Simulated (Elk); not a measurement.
# Collinear magnetic orders of CrIr3 with Elk

Aim: find out whether CrIr3 carries moments, and which collinear order costs least.

Program: Elk 11.2.3 (patched build). Level of theory: LDA (Perdew-Wang); all-electron APW+lo, Dirac cores, scalar-relativistic bands. Results are calculated unless marked as measured.

## (1) Starting point

The structure is cubic, space group Pm-3m (No. 221). The conventional cell has a = 3.814 Å, b = 3.814 Å, c = 3.814 Å, α = 90.00°, β = 90.00°, γ = 90.00°. Cr has 12 Ir at 2.70 Å nearest. Ir has 4 Cr at 2.70 Å and 8 Ir at 2.70 Å nearest. Farther neighbours are not listed.

The cell comes from a database of computed structures and need not be the stable phase.

## (2) Order 1, typed as ferro +

The parallel start comes first: it fits the smallest cell, keeps the most symmetry and shows whether parallel moments form.

Moments are seeded by fields in the spheres (the last three columns under atoms), set against the wanted direction and reduced each loop.

elk.in

```
tasks
  0

xctype
  3

rgkmax
  7.0

nempty
  8

swidth
  0.003

reducebf
  0.5

epsengy
  1e-05

maxscl
  100

lmaxi
  2

spinpol
  .true.

sppath
  './'

avec
  7.20767511283 0.00000000000 0.00000000000
  0.00000000000 7.20767511283 0.00000000000
  0.00000000000 0.00000000000 7.20767511283

atoms
  2
  'Cr.in'
  1
  0.0000000000 0.0000000000 0.0000000000   0.000000 0.000000 -0.187500
  'Ir.in'
  3
  0.0000000000 0.5000000000 0.5000000000   0.000000 0.000000 0.000000
  0.5000000000 0.5000000000 0.0000000000   0.000000 0.000000 0.000000
  0.5000000000 0.0000000000 0.5000000000   0.000000 0.000000 0.000000

ngridk
  6 6 6
```

Started as:

```bash
OMP_NUM_THREADS=4 elk
```

Numbers of over 12 decimals in the logs are rounded to 6 here.

The program printed:

```text
Warning(init1): few empty states an atom for a second variation :    8.000000000
 they are its basis, with spin, DFT+U, afieldc (12 by default), in Hartree-Fock and RDMFT; 30 and more for pressures
Warning(gndstate): core states of species 2 leak from the muffin-tin :   0.9984274819E-03

--- INFO.OUT ---
┌─────────────────────────┐
│ Elk code version 11.2.3 │
└─────────────────────────┘

All units are atomic (Hartree, Bohr, etc.)

┌─────────────────────────────────────────────────┐
│ Ground-state run starting from atomic densities │
└─────────────────────────────────────────────────┘

Lattice vectors :
   7.207675113       0.000000000       0.000000000
   0.000000000       7.207675113       0.000000000
   0.000000000       0.000000000       7.207675113

Reciprocal lattice vectors :
  0.8717353667       0.000000000       0.000000000
   0.000000000      0.8717353667       0.000000000
   0.000000000       0.000000000      0.8717353667

Unit cell volume      :    374.4429064
Brillouin zone volume :   0.6624513623

Muffin-tin inner radius fraction :   0.1000000000E-01

Nuclei treated as point charges

Species : 1 (Cr)
 parameters loaded from : Cr.in
 name : chromium
 nuclear charge    :   -24.00000000
 electronic charge :    24.00000000
 atomic mass :    94783.09202
 muffin-tin radius :    2.400000000
 number of radial points in muffin-tin :    497
 inner part over the whole radius :   0.9857795597E-02
 number on inner part of muffin-tin    :    350
 approximate nuclear radius :   0.6987106690E-04
 number of mesh points to nuclear radius :    165
 atomic positions (lattice), magnetic fields (Cartesian) :
  1 :   0.00000000  0.00000000  0.00000000    0.00000000  0.00000000 -0.18750000

Species : 2 (Ir)
 parameters loaded from : Ir.in
 name : iridium
 nuclear charge    :   -77.00000000
 electronic charge :    77.00000000
 atomic mass :    350390.1562
 muffin-tin radius :    2.523297974
 number of radial points in muffin-tin :    697
 inner part over the whole radius :   0.9909484149E-02
 number on inner part of muffin-tin    :    499
 approximate nuclear radius :   0.1024342351E-03
 number of mesh points to nuclear radius :    263
 atomic positions (lattice), magnetic fields (Cartesian) :
  1 :   0.00000000  0.50000000  0.50000000    0.00000000  0.00000000  0.00000000
  2 :   0.50000000  0.50000000  0.00000000    0.00000000  0.00000000  0.00000000
  3 :   0.50000000  0.00000000  0.50000000    0.00000000  0.00000000  0.00000000

Total number of atoms per unit cell :    4
Total muffin-tin volume :    259.7961487
 ratio of muffin-tin to unit cell volume :   0.6938204578

Spin treatment :
 spin-polarised
 global magnetic field (Cartesian) :    0.000000000       0.000000000       0.000000000
 collinear magnetisation in z-direction

Number of Bravais lattice symmetries :   48
Number of crystal symmetries         :   48
Crystal has inversion symmetry
Real symmetric eigensolver will be used

k-point grid :      6     6     6
k-point offset :    0.000000000       0.000000000       0.000000000
k-point set is reduced with full crystal symmetry group
Total number of k-points :       20

Muffin-tin radius times maximum |G+k| :    7.000000000
 using average radius
Maximum |G+k| for APW functions       :    2.808455157
Maximum (1/2)|G+k|²                   :    3.943710183
Maximum |G| for potential and density :    12.00000000
Constant for pseudocharge density :    8
 order of it for each species :   15  15
 order of it for pair densities of each species (exact exchange by exxq0 0: 15) :    9  10
Radial integration step length :    1

G-vector grid sizes :     28    28    28
Number of G-vectors :    11019

Maximum angular momentum used for
 APW functions            :    8
 outer part of muffin-tin :    6
 inner part of muffin-tin :    2

Total nuclear charge    :   -255.0000000
Total core charge       :    154.0000000
Total valence charge    :    101.0000000
Total excess charge     :    0.000000000
Total electronic charge :    255.0000000

Effective Wigner radius, rₛ :   0.7051025294

Number of empty states         :     32
Total number of valence states :    166
Total number of core states    :    154

Third-order local-orbitals added for an l without core states : T
Total number of local-orbitals :    137

Exchange-correlation functional :      3     0     0
 Perdew-Wang/Ceperley-Alder, Phys. Rev. B 45, 13244 (1992)
 gradient requirement :    0
 local density approximation (LDA)

Smearing type :    3
 Fermi-Dirac
Smearing width :   0.3000000000E-02
Effective electronic temperature (K) :    947.3250744

Mixing type :    3
 Broyden mixing, J. Phys. A: Math. Gen. 17, L317 (1984)

Kohn-Sham potential initialised from atomic data

┌──────────────────────────────┐
│ Self-consistent loop started │
└──────────────────────────────┘

┌─────────────────┐
│ Loop number : 1 │
└─────────────────┘

Energies :
 Fermi                       :     0.308746
 sum of occupied eigenvalues :     -33489.343463798
 electron kinetic            :      62056.838666451
 core electron kinetic       :      59663.691025816
 Coulomb                     :     -115586.55231423
 Coulomb potential           :     -94076.999255395
 nuclear-nuclear             :     -5499.8950442951
 electron-nuclear            :     -126245.34812932
 Hartree                     :      16158.690859390
 Madelung                    :     -68548.052686528
 xc potential                :     -1469.1681223616
 xc effective B-field        :    -0.29418099820743E-02
 external B-field            :      0.000000
 exchange                    :     -1036.8975728436
 correlation                 :     -26.104981666098
 electron entropic           :    -0.15754761548351E-02
 total energy                :     -54592.717777760
 (external B-field energy excluded from total)

Density of states at Fermi energy :    54.75167895
 (states/Hartree/unit cell)

Estimated indirect band gap :   0.3998934860E-02
 from k-point 6 to k-point 6
Estimated direct band gap   :   0.3998934860E-02
 at k-point 6

Charges :
 core                        :    154.0000000
 valence                     :    101.0000000
 interstitial                :    5.424945185
 muffin-tins (core leakage)
  species : 1 (Cr)
   atom 1                    :    20.25271594     ( -0.3576938402E-05)
  species : 2 (Ir)
   atom 1                    :    76.44077963     (  0.1080547207E-02)
   atom 2                    :    76.44077963     (  0.1080547207E-02)
   atom 3                    :    76.44077963     (  0.1080547207E-02)
 total in muffin-tins        :    249.5750548
 total calculated charge     :    254.9949160
 total charge                :    255.0000000
 error                       :   0.5083987001E-02

Moments :
 interstitial                :   0.1670511366E-01
 muffin-tins
  species : 1 (Cr)
   atom 1                    :   0.3733189566
  species : 2 (Ir)
   atom 1                    :  -0.1034819570
   atom 2                    :  -0.1034819570
   atom 3                    :  -0.1034819570
 total in muffin-tins        :   0.6287308560E-01
 total moment                :   0.7957819926E-01

┌─────────────────┐
│ Loop number : 2 │
└─────────────────┘

Energies :
 Fermi                       :     0.311154
 sum of occupied eigenvalues :     -33488.817685778
 electron kinetic            :      62056.749953602
 core electron kinetic       :      59664.459113162
 Coulomb                     :     -115586.25172350
 Coulomb potential           :     -94081.121598555
 nuclear-nuclear             :     -5499.8950442951
 electron-nuclear            :     -126240.50066451
 Hartree                     :      16154.143985300
 Madelung                    :     -68545.690924225
 xc potential                :     -1464.4289010839
 xc effective B-field        :    -0.40952575308224E-02
 external B-field            :      0.000000
 exchange                    :     -1036.8743358358
 correlation                 :     -26.104224129445
 electron entropic           :    -0.16332939005997E-02
 total energy                :     -54592.481963160
 (external B-field energy excluded from total)

Density of states at Fermi energy :    56.72744313
 (states/Hartree/unit cell)

Estimated indirect band gap :   0.4702950769E-02
 from k-point 19 to k-point 6
Estimated direct band gap   :   0.5471110227E-02
 at k-point 6

Charges :
 core                        :    154.0000000
 valence                     :    101.0000000
 interstitial                :    5.438816230
 muffin-tins (core leakage)
  species : 1 (Cr)
   atom 1                    :    20.42022695     ( -0.3576938798E-05)
  species : 2 (Ir)
   atom 1                    :    76.38031894     (  0.1081419382E-02)
   atom 2                    :    76.38031894     (  0.1081419382E-02)
   atom 3                    :    76.38031894     (  0.1081419382E-02)
 total in muffin-tins        :    249.5611838
 total calculated charge     :    254.9949243
 total charge                :    255.0000000
 error                       :   0.5075661990E-02

Moments :
 interstitial                :   0.1692438786E-01
 muffin-tins
  species : 1 (Cr)
   atom 1                    :   0.4463808923
  species : 2 (Ir)
   atom 1                    :  -0.1136215958
   atom 2                    :  -0.1136215958
   atom 3                    :  -0.1136215958
 total in muffin-tins        :   0.1055161050
 total moment                :   0.1224404929

RMS change in Kohn-Sham potential (target) :   0.5259778767     (  0.1000000000E-05)
Absolute change in total energy (target)   :   0.2358146003     (  0.1000000000E-04)

[... loops 3 to 22 left out ...]

┌──────────────────┐
│ Loop number : 23 │
└──────────────────┘

Energies :
 Fermi                       :     0.447326
 sum of occupied eigenvalues :     -33458.435808101
 electron kinetic            :      62071.439369553
 core electron kinetic       :      59668.534454260
 Coulomb                     :     -115600.66474529
 Coulomb potential           :     -94117.718134294
 nuclear-nuclear             :     -5499.8950442951
 electron-nuclear            :     -126232.45931402
 Hartree                     :      16131.689613026
 Madelung                    :     -68541.805678146
 xc potential                :     -1412.1197744006
 xc effective B-field        :    -0.37268974364956E-01
 external B-field            :      0.000000
 exchange                    :     -1037.7851103502
 correlation                 :     -26.125555946297
 electron entropic           :    -0.34196966138634E-02
 total energy                :     -54593.139461733
 (external B-field energy excluded from total)

Density of states at Fermi energy :    123.5686894
 (states/Hartree/unit cell)

Estimated indirect band gap :   0.9126563270E-03
 from k-point 8 to k-point 8
Estimated direct band gap   :   0.9126563270E-03
 at k-point 8

Charges :
 core                        :    154.0000000
 valence                     :    101.0000000
 interstitial                :    5.124890301
 muffin-tins (core leakage)
  species : 1 (Cr)
   atom 1                    :    22.86918851     ( -0.3576939797E-05)
  species : 2 (Ir)
   atom 1                    :    75.66864040     (  0.9984274844E-03)
   atom 2                    :    75.66864040     (  0.9984274844E-03)
   atom 3                    :    75.66864040     (  0.9984274844E-03)
 total in muffin-tins        :    249.8751097
 total calculated charge     :    254.9951401
 total charge                :    255.0000000
 error                       :   0.4859918783E-02

Moments :
 interstitial                :   0.3808625853E-01
 muffin-tins
  species : 1 (Cr)
   atom 1                    :    1.449435488
  species : 2 (Ir)
   atom 1                    :  -0.1202719389
   atom 2                    :  -0.1202719389
   atom 3                    :  -0.1202719389
 total in muffin-tins        :    1.088619671
 total moment                :    1.126705930

RMS change in Kohn-Sham potential (target) :   0.2066078243E-06 (  0.1000000000E-05)
Absolute change in total energy (target)   :   0.8277806046E-05 (  0.1000000000E-04)

Convergence targets achieved

┌──────────────────┐
│ Loop number : 24 │
└──────────────────┘

Energies :
 Fermi                       :     0.447326
 sum of occupied eigenvalues :     -33458.435808095
 electron kinetic            :      62071.439366591
 core electron kinetic       :      59668.534454207
 Coulomb                     :     -115600.66474198
 Coulomb potential           :     -94117.718156540
 nuclear-nuclear             :     -5499.8950442951
 electron-nuclear            :     -126232.45928443
 Hartree                     :      16131.689586744
 Madelung                    :     -68541.805663710
 xc potential                :     -1412.1197492349
 xc effective B-field        :    -0.37268880770473E-01
 external B-field            :      0.000000
 exchange                    :     -1037.7851103177
 correlation                 :     -26.125555957854
 electron entropic           :    -0.34196977234301E-02
 total energy                :     -54593.139461363
 (external B-field energy excluded from total)

Density of states at Fermi energy :    123.5687305
 (states/Hartree/unit cell)

Estimated indirect band gap :   0.9126608090E-03
 from k-point 8 to k-point 8
Estimated direct band gap   :   0.9126608090E-03
 at k-point 8

Charges :
 core                        :    154.0000000
 valence                     :    101.0000000
 interstitial                :    5.124890327
 muffin-tins (core leakage)
  species : 1 (Cr)
   atom 1                    :    22.86918968     ( -0.3576939728E-05)
  species : 2 (Ir)
   atom 1                    :    75.66864000     (  0.9984274819E-03)
   atom 2                    :    75.66864000     (  0.9984274819E-03)
   atom 3                    :    75.66864000     (  0.9984274819E-03)
 total in muffin-tins        :    249.8751097
 total calculated charge     :    254.9951401
 total charge                :    255.0000000
 error                       :   0.4859918795E-02

Moments :
 interstitial                :   0.3808618185E-01
 muffin-tins
  species : 1 (Cr)
   atom 1                    :    1.449433584
  species : 2 (Ir)
   atom 1                    :  -0.1202717314
   atom 2                    :  -0.1202717314
   atom 3                    :  -0.1202717314
 total in muffin-tins        :    1.088618390
 total moment                :    1.126704572

┌──────────────────────────────┐
│ Self-consistent loop stopped │
└──────────────────────────────┘

Warning : core states of species 2 leak from the muffin-tin :   0.9984274819E-03

Wrote STATE.OUT
```

It took 77 s on 4 threads of Arm Neoverse V1, shared host; peak memory 0.38 GiB.

Spin moment in the muffin-tin sphere by atom:

```
atom  spin moment in the muffin-tin sphere (μB)
 Cr1                                       1.45
 Ir2                                      -0.12
 Ir3                                      -0.12
 Ir4                                      -0.12
```

This step gave:

* density of states at the Fermi level: 4.541 states/eV/cell
* moment between the spheres: 0.03809 μB
* magnetization: 1.127 μB
* final state: ferromagnetic

After 24 cycles the largest moment stands at 1.45 μB.

(Part 1 of 3 ends here.)

[Logs and program files are shortened in this print: banners, set-up blocks, solver, clock and traceback lines can be left out without a mark of their own.]

[Logs are printed without paths, hosts, clocks, repeated set-up lines and the standing remarks that a program may print on its own settings, such as how far it seeks lower states.]

[Hosts, paths, dates, database ids (printed as entryN), source tags and the programs' standing remarks are cut or masked in the printed files.]

[Where a cell is said to come from a database of computed structures, the database is the Materials Project.]
